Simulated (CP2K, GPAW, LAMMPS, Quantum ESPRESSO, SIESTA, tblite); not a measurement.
**Amorphous SiO1.7 (154 atoms) in CP2K**

Aim: run amorphous SiO1.7 (154 atoms) in CP2K and see how near its forces come to a plane-wave reference, and at what cost.

Program: CP2K 2026.2. Level of theory: the method is named at each step. Results are calculated unless marked as measured.

**1. Set-up**

The cell holds 154 atoms: 57 Si and 97 O. Cell: a = 13.312 Å, b = 13.312 Å, c = 13.312 Å, α = 90.0°, β = 90.0°, γ = 90.0°. 154 atoms (57 Si, 97 O) placed at random at 2.22 g/cm³, melted at 5000 K for 10 ps at fixed volume with the Tersoff Si-O potential (Munetoh et al., Comput. Mater. Sci. 39, 334 (2007)). Quenched from 5000 K to 100 K at 300 K/ps and fixed volume, held 5 ps.

The yardstick, on the same geometry:

| Quantity | Value |
| --- | --- |
| method | Kohn-Sham DFT, PBE, SSSP efficiency 1.3.0 pseudopotentials, plane waves (Quantum ESPRESSO 7.5); sssp-pbe-1.3.0-efficiency, cutoffs 60/480 Ry, Γ point |
| r.m.s. force component | 1.419 eV/Å |
| longest force | 7.09 eV/Å |
| pressure | 1.846 GPa |
| time | 43 min on 2 MPI ranks of Arm Neoverse V2, shared host |
| CPU time | 87 min |

**2. PBE, DZVP-UZH, 600/50 Ry, diagonalisation**

Method: Kohn-Sham DFT, PBE, GTH-PBE pseudopotentials, Gaussian and plane waves, DZVP-MOLOPT (UZH set), diagonalisation.

The input, input.inp:

```
&GLOBAL
  PROJECT cell
  RUN_TYPE ENERGY_FORCE
  PRINT_LEVEL LOW
&END GLOBAL
&FORCE_EVAL
  METHOD QS
  STRESS_TENSOR ANALYTICAL
  &DFT
    BASIS_SET_FILE_NAME BASIS_MOLOPT_UZH
    POTENTIAL_FILE_NAME POTENTIAL_UZH
    &MGRID
      CUTOFF 600
      REL_CUTOFF 50
      NGRIDS 5
    &END MGRID
    &QS
      EPS_DEFAULT 1.0E-12
    &END QS
    &SCF
      SCF_GUESS ATOMIC
      EPS_SCF 5.0E-06
      MAX_SCF 200
      ADDED_MOS 19
      &DIAGONALIZATION
        ALGORITHM STANDARD
      &END DIAGONALIZATION
      &SMEAR ON
        METHOD FERMI_DIRAC
        ELECTRONIC_TEMPERATURE [K] 580
      &END SMEAR
      &MIXING
        METHOD BROYDEN_MIXING
        ALPHA 0.3
        NBROYDEN 12
      &END MIXING
      &PRINT
        &RESTART OFF
        &END RESTART
      &END PRINT
    &END SCF
    &XC
      &XC_FUNCTIONAL PBE
      &END XC_FUNCTIONAL
    &END XC
    &PRINT
      &MULLIKEN ON
      &END MULLIKEN
      &HIRSHFELD ON
        SHAPE_FUNCTION DENSITY
      &END HIRSHFELD
      &MO ON
        EIGENVALUES T
        OCCUPATION_NUMBERS T
        MO_INDEX_RANGE 394 417
        &EACH
          QS_SCF 0
        &END EACH
        ADD_LAST NUMERIC
      &END MO
    &END PRINT
  &END DFT
  &SUBSYS
    &CELL
      A 13.31250 0.00000 0.00000
      B 0.00000 13.31250 0.00000
      C 0.00000 0.00000 13.31250
    &END CELL
    &COORD
      Si 12.99779 5.69282 3.19380
      Si 2.21946 10.49744 7.06787
      Si 0.28675 2.99611 4.85534
      Si 3.16731 4.60612 0.92296
      Si 1.46997 12.51442 10.20057
      Si 1.08457 2.63042 7.55005
      Si 0.74643 5.77044 7.96580
      Si 2.90625 8.94853 3.12112
      Si 9.37999 9.27615 12.61160
      Si 0.03887 7.68251 5.41872
      Si 9.58127 8.80688 7.34238
      Si 0.86891 11.15548 4.05366
      Si 7.38191 3.20299 9.23954
      Si 11.89046 3.11779 12.13661
      Si 3.68849 0.84481 7.24839
      Si 7.41520 1.60163 2.88815
      Si 1.54718 0.80993 2.94379
      Si 3.76744 4.83989 11.09650
      Si 1.26309 2.29414 0.22831
      Si 3.25358 11.66694 9.01043
      Si 6.50515 11.21432 2.92595
      Si 12.47062 10.11710 7.10688
      Si 12.03330 0.37342 9.62214
      Si 8.26360 0.21060 9.82769
      Si 0.04273 8.58523 2.49237
      Si 5.49633 4.74830 7.33079
      Si 7.00624 6.64919 1.13636
      Si 6.82878 5.27321 11.51545
      Si 4.88050 10.98494 11.67320
      Si 10.22347 0.55007 12.23472
      Si 10.92770 8.58031 10.17967
      Si 6.23850 6.30320 3.34370
      Si 3.20272 4.25361 5.29611
      Si 2.30959 6.82798 10.62524
      Si 4.98300 9.16805 0.91603
      Si 11.67626 1.53773 6.74797
      Si 9.67260 3.90003 7.04910
      Si 4.30060 8.61731 5.87387
      Si 7.08744 7.25158 6.09846
      Si 11.45794 4.96223 9.57621
      Si 7.04484 10.85741 10.88350
      Si 3.33585 0.26971 12.21502
      Si 9.31795 12.57472 1.85936
      Si 7.17171 10.46309 7.76718
      Si 9.85431 11.65722 7.78555
      Si 9.75194 6.48013 11.81950
      Si 1.99022 2.18059 10.46575
      Si 5.00643 11.82296 5.77816
      Si 10.04828 5.77896 1.62705
      Si 8.52586 4.27345 4.04114
      Si 2.92649 6.51048 3.19433
      Si 2.38201 7.54379 0.56152
      Si 10.27366 9.46732 1.59377
      Si 8.04208 8.64208 3.57986
      Si 11.45967 12.69613 4.35851
      Si 4.36211 2.46787 2.94579
[... 94 atom lines left out ...]
      O 7.38378 10.10632 3.73509
      O 0.70876 10.00248 7.95275
      O 5.34310 5.29478 10.82146
      O 1.89889 6.22985 9.09936
    &END COORD
    &KIND Si
      BASIS_SET DZVP-MOLOPT-PBE-GTH-q4
      POTENTIAL GTH-PBE-q4
    &END KIND
    &KIND O
      BASIS_SET DZVP-MOLOPT-PBE-GTH-q6
      POTENTIAL GTH-PBE-q6
    &END KIND
  &END SUBSYS
  &PRINT
    &FORCES ON
    &END FORCES
    &STRESS_TENSOR ON
    &END STRESS_TENSOR
  &END PRINT
&END FORCE_EVAL
```

Launch:

```sh
OMP_NUM_THREADS=1 mpirun -np 4 cp2k.psmp -i input.inp > output.txt
```

Numbers of over 12 decimals in the logs are rounded to 6 here.

The program printed:

```text
CP2K| version string:                                       CP2K version 2026.2
 CP2K| Input file name                                                 input.inp
 GLOBAL| Basis set file name                                    BASIS_MOLOPT_UZH
 GLOBAL| Potential file name                                       POTENTIAL_UZH
 GLOBAL| Run type                                                   ENERGY_FORCE
 GLOBAL| Total number of message passing processes                             4
 GLOBAL| Number of threads for this process                                    1
 TOTAL NUMBERS AND MAXIMUM NUMBERS
  Total number of            - Atomic kinds:                                   2
                             - Atoms:                                        154
                             - Shell sets:                                   154
                             - Shells:                                       770
                             - Primitive Cartesian functions:                713
                             - Cartesian basis functions:                   2156
                             - Spherical basis functions:                   2002
  Maximum angular momentum of- Orbital basis functions:                        2
                             - Local part of the GTH pseudopotential:          2
                             - Non-local part of the GTH pseudopotential:      2
 SCF PARAMETERS         Density guess:                                    ATOMIC
                        max_scf:                                             200
                        eps_scf:                                        5.00E-06
                        added MOs                                        19    0
                        Mixing method:                            BROYDEN_MIXING
                                                charge density mixing in g-space
                        Smear method:                                FERMI_DIRAC
                        Electronic temperature [K]:                        580.0
                        Electronic temperature [a.u.]:                  1.84E-03
                        Accuracy threshold:                             1.00E-10
 Extrapolation method: initial_guess
 Number of electrons:                                                        810
 Number of occupied orbitals:                                                405
 Number of molecular orbitals:                                               424
 Number of orbital functions:                                               2002
 Number of independent orbital functions:                                   2002
 SCF WAVEFUNCTION OPTIMIZATION
  Step     Update method      Time    Convergence         Total energy    Change
     1 NoMix/Diag. 0.30E+00    7.4     1.02147001     -1789.1922503797 -1.79E+03
     2 Broy./Diag. 0.30E+00    9.3     0.49608530     -1632.4293841353  1.57E+02
     3 Broy./Diag. 0.30E+00    9.4     0.52760896     -1761.1335693908 -1.29E+02
 *** the last MO => Add more MOs for proper smearing.                   ***
     4 Broy./Diag. 0.30E+00    9.3     0.47910428     -1795.7938185214 -3.47E+01
 *** the last MO => Add more MOs for proper smearing.                   ***
[...]
*** the last MO => Add more MOs for proper smearing.                   ***
[...]
*** the last MO => Add more MOs for proper smearing.                   ***
    27 Broy./Diag. 0.30E+00    9.7     0.00000555     -1783.4053837541  8.65E-06
 *** the last MO => Add more MOs for proper smearing.                   ***
    28 Broy./Diag. 0.30E+00    9.7     0.00000229     -1783.4053644914  1.93E-05
  *** SCF run converged in    28 steps ***
  Electronic density on regular grids:       -810.0000000000        0.0000000000
  Core density on regular grids:              809.9999999994       -0.0000000006
  Total charge density on r-space grids:       -0.0000000006
  Total charge density g-space grids:          -0.0000000006
  Overlap energy of the core charge distribution:               8.10851e-07
  Self energy of the core charge distribution:              -4614.270413
  Core Hamiltonian energy:                                   1300.539596
  Hartree energy:                                            1947.500334
  Exchange-correlation energy:                               -417.164495
  Electronic entropic energy:                                  -0.010387
  Fermi energy:                                                 0.183652
  Total energy:                                             -1783.405364
  Total energy (extrapolated to T->0):                      -1783.400171
 MO| EIGENVALUES AND OCCUPATION NUMBERS
 MO|
 MO|  Index      Eigenvalue [a.u.]        Eigenvalue [eV]             Occupation
 MO|    394               0.084409               2.296898               2.000000
 MO|    395               0.111690               3.039246               2.000000
 MO|    396               0.133774               3.640177               2.000000
[...]
MO|    416               0.209317               5.695803               0.000002
 MO|    417               0.209904               5.711775               0.000001
 MO| Sum:                                                             810.000000
 MO| E(Fermi):            0.183652 a.u.          4.997430 eV
 !-----------------------------------------------------------------------------!
                     Mulliken Population Analysis
 #  Atom  Element  Kind  Atomic population                           Net charge
       1     Si       1          2.937287                              1.062713
       2     Si       1          3.187320                              0.812680
       3     Si       1          2.991003                              1.008997
[...]
153     O        2          6.544761                             -0.544761
     154     O        2          6.566929                             -0.566929
 # Total charge                            810.000000                 -0.000000
 !-----------------------------------------------------------------------------!
 !-----------------------------------------------------------------------------!
                           Hirshfeld Charges
  #Atom  Element  Kind  Ref Charge     Population                    Net charge
      1       Si     1       4.000          3.473                         0.527
      2       Si     1       4.000          3.627                         0.373
      3       Si     1       4.000          3.472                         0.528
[...]
153       O      2       6.000          6.282                        -0.282
    154       O      2       6.000          6.306                        -0.306
  Total Charge                                                           -0.000
 !-----------------------------------------------------------------------------!
 ENERGY| Total FORCE_EVAL ( QS ) energy [hartree]          -1783.405343
 FORCES| Atomic forces [hartree/bohr]
 FORCES|   Atom     x               y               z               |f|
 FORCES|      1  4.38589774E-02 -1.20288384E-02 -2.14870780E-02   5.02990792E-02
 FORCES|      2  6.35111624E-02  3.02707562E-02 -2.06416420E-02   7.33216463E-02
 FORCES|      3  3.31620704E-02  3.01986724E-02 -5.94288042E-02   7.44544525E-02
[...]
FORCES|    153  3.77603555E-03  8.35483336E-03 -1.33250659E-03   9.26483992E-03
 FORCES|    154 -1.66162891E-02 -3.57527982E-02 -2.22229639E-02   4.52573062E-02
 FORCES| Sum    -9.08106406E-03 -2.34775981E-03  1.07574424E-02
 FORCES| Total atomic force                                       1.42723602E-02
 STRESS| Analytical stress tensor [bar]
 STRESS|                        x                   y                   z
 STRESS|      x        2.07199921512E+04   1.31950254297E+04  -2.22395728323E+04
 STRESS|      y        1.31950254297E+04   4.91923809767E+04   8.03364723062E+03
 STRESS|      z       -2.22395728323E+04   8.03364723062E+03   1.10496940861E+04
 STRESS| 1/3 Trace                                             2.69873557380E+04
```

Elapsed: 4.8 min, on 4 MPI ranks of Arm Neoverse V2, shared host; peak memory 8.3 GiB.

Banners, paths, timers and routine set-up lines are dropped from the logs unmarked, and long logs keep their key lines alone; longer cuts are marked.

Compared with the plane-wave run:

| Property | Result |
| --- | --- |
| r.m.s. force component | 1.447 eV/Å |
| r.m.s. difference of force components | 91.48 meV/Å |
| longest difference of force vectors | 429.7 meV/Å |
| force difference over r.m.s. force | 6.445 % |
| slope of forces against the reference's | 1.018 |
| correlation of force components | 0.9981 |
| pressure | 2.699 GPa |
| pressure difference | 0.853 GPa |

Length of the force difference by element (eV/Å):

```
element  atoms  mean  most
      O     97  0.13  0.37
     Si     57  0.16  0.43
```

Local excerpt of 11 atoms (numbers count through the whole input) about O144, which bears the longest force; x, y, z are measured from there.

```
atom      x      y      z  distance (Å)  bonds  Hirshfeld charge (e)     Fx     Fy  Fz (eV/Å)
O144   0.00   0.00   0.00          0.00      2                 -0.30   5.57   4.00      -2.32
Si48   1.40   0.85  -0.35          1.67      4                  0.51  -1.31  -0.19      -0.25
 Si2  -1.39  -0.48   0.94          1.75      5                  0.37   3.27   1.56      -1.06
O105  -0.46  -1.82   0.78          2.04      2                 -0.30  -1.14  -5.26       1.87
O131  -2.16   0.12  -0.47          2.21      2                 -0.29  -2.31   0.04      -0.92
Si38   0.69  -2.36  -0.25          2.47      3                  0.46  -2.62  -0.74       0.78
 O66   0.87   2.36  -0.03          2.52      2                 -0.29   0.10   0.79      -1.27
 O59   0.34  -1.89  -1.78          2.61      2                 -0.27   1.43   0.32       0.32
O103   2.65   0.49   0.72          2.79      2                 -0.28  -0.40   1.14      -0.24
O120   2.00   0.84  -1.93          2.90      2                 -0.28  -0.38   0.19       0.19
Si20  -0.36   0.69   2.88          2.99      4                  0.26  -2.72  -0.11       0.36
```

Forces lie 6.4 % from the reference's, at 0.22 times its CPU time (on 4 against 2 cores).

The forces add up to 0.73 eV/Å instead of zero, usually a sign of too coarse a grid.

**3. PBE, SZV-MOLOPT-SR, 600/50 Ry, diagonalisation**

Method: Kohn-Sham DFT, PBE, GTH-PBE pseudopotentials, Gaussian and plane waves, SZV-MOLOPT-SR-GTH, diagonalisation.

Edit input.inp of step 2 so:

```diff
@@ -9,4 +9,4 @@
   &DFT
-    BASIS_SET_FILE_NAME BASIS_MOLOPT_UZH
-    POTENTIAL_FILE_NAME POTENTIAL_UZH
+    BASIS_SET_FILE_NAME BASIS_MOLOPT
+    POTENTIAL_FILE_NAME GTH_POTENTIALS
     &MGRID
@@ -72,3 +72,3 @@
     &KIND Si
-      BASIS_SET DZVP-MOLOPT-PBE-GTH-q4
+      BASIS_SET SZV-MOLOPT-SR-GTH-q4
       POTENTIAL GTH-PBE-q4
@@ -76,3 +76,3 @@
     &KIND O
-      BASIS_SET DZVP-MOLOPT-PBE-GTH-q6
+      BASIS_SET SZV-MOLOPT-SR-GTH-q6
       POTENTIAL GTH-PBE-q6
```

Launch:

```sh
OMP_NUM_THREADS=2 cp2k.psmp -i input.inp > output.txt
```

The program printed:

```text
CP2K| version string:                                       CP2K version 2026.2
 CP2K| Input file name                                                 input.inp
 GLOBAL| Basis set file name                                        BASIS_MOLOPT
 GLOBAL| Potential file name                                      GTH_POTENTIALS
 GLOBAL| Run type                                                   ENERGY_FORCE
 GLOBAL| Total number of message passing processes                             1
 GLOBAL| Number of threads for this process                                    2
 TOTAL NUMBERS AND MAXIMUM NUMBERS
  Total number of            - Atomic kinds:                                   2
                             - Atoms:                                        154
[... lines left out ...]
                        Smear method:                                FERMI_DIRAC
[... lines left out ...]
 Number of electrons:                                                        810
[... lines left out ...]
  Step     Update method      Time    Convergence         Total energy    Change
[... lines left out ...]
  *** SCF run converged in    37 steps ***
[... lines left out ...]
  Fermi energy:                                                 0.238465
  Total energy:                                             -1771.842279
  Total energy (extrapolated to T->0):                      -1771.833765
[... lines left out ...]
 MO| E(Fermi):            0.238465 a.u.          6.488969 eV
[... lines left out ...]
 !-----------------------------------------------------------------------------!
 !-----------------------------------------------------------------------------!
                           Hirshfeld Charges
  #Atom  Element  Kind  Ref Charge     Population                    Net charge
      1       Si     1       4.000          3.354                         0.646
      2       Si     1       4.000          3.508                         0.492
      3       Si     1       4.000          3.359                         0.641
[...]
153       O      2       6.000          6.345                        -0.345
    154       O      2       6.000          6.355                        -0.355
  Total Charge                                                           -0.000
 !-----------------------------------------------------------------------------!
 ENERGY| Total FORCE_EVAL ( QS ) energy [hartree]          -1771.842307
 FORCES| Atomic forces [hartree/bohr]
 FORCES|   Atom     x               y               z               |f|
 FORCES|      1  3.77484226E-02 -2.19241502E-02 -3.33597779E-02   5.49407550E-02
 FORCES|      2  5.42274678E-02  6.20195700E-02  6.48668178E-03   8.26385041E-02
 FORCES|      3  3.60536594E-03  3.13248406E-02 -5.52518709E-02   6.36161421E-02
[...]
FORCES|    153  6.92487367E-03  1.73273165E-02 -2.18188545E-02   2.87097924E-02
 FORCES|    154 -5.12752330E-04 -4.31601652E-02 -3.86668166E-02   5.79498531E-02
 FORCES| Sum    -9.20907895E-03 -1.61569089E-03  1.01711146E-02
 FORCES| Total atomic force                                       1.38155407E-02
 STRESS| Analytical stress tensor [bar]
 STRESS|                        x                   y                   z
 STRESS|      x        2.43317346832E+05  -2.44605961007E+03  -1.08313422727E+04
 STRESS|      y       -2.44605961007E+03   2.51746183946E+05   5.82745718860E+03
 STRESS|      z       -1.08313422727E+04   5.82745718860E+03   2.28858978011E+05
 STRESS| 1/3 Trace                                             2.41307502930E+05
```

It took 5.6 min on 2 threads; peak memory 6.4 GiB; 9.5 min of CPU time.

Against the reference:

- r.m.s. force component: 1.735 eV/Å
- r.m.s. difference of force components: 777.9 meV/Å
- longest difference of force vectors: 2921 meV/Å
- force difference over r.m.s. force: 54.81 %
- slope of forces against the reference's: 1.097
- correlation of force components: 0.8973
- pressure: 24.13 GPa
- pressure difference: 22.29 GPa

This is a coarse setting, run to see what it loses.

Against the first run (6.4 %), the force difference from the reference is 55 %, at 0.49 times the CPU time (on 2 against 4 cores), with 616 basis functions against 2002; this set comes with other potentials too, so the change isn't the basis's alone.

The forces add up to 0.71 eV/Å instead of zero, usually a sign of too coarse a grid.

[end of part 1 of 2]

[Also dropped from logs without a mark: logging warnings of Python, and SIESTA's first energy breakdown and zero terms.]

[Logs are printed without paths, hosts, clocks, repeated set-up lines and the standing remarks that a program may print on its own settings, such as how far it seeks lower states.]

[Hosts, paths, dates, database ids (printed as entryN), source tags and the programs' standing remarks are cut or masked in the printed files.]
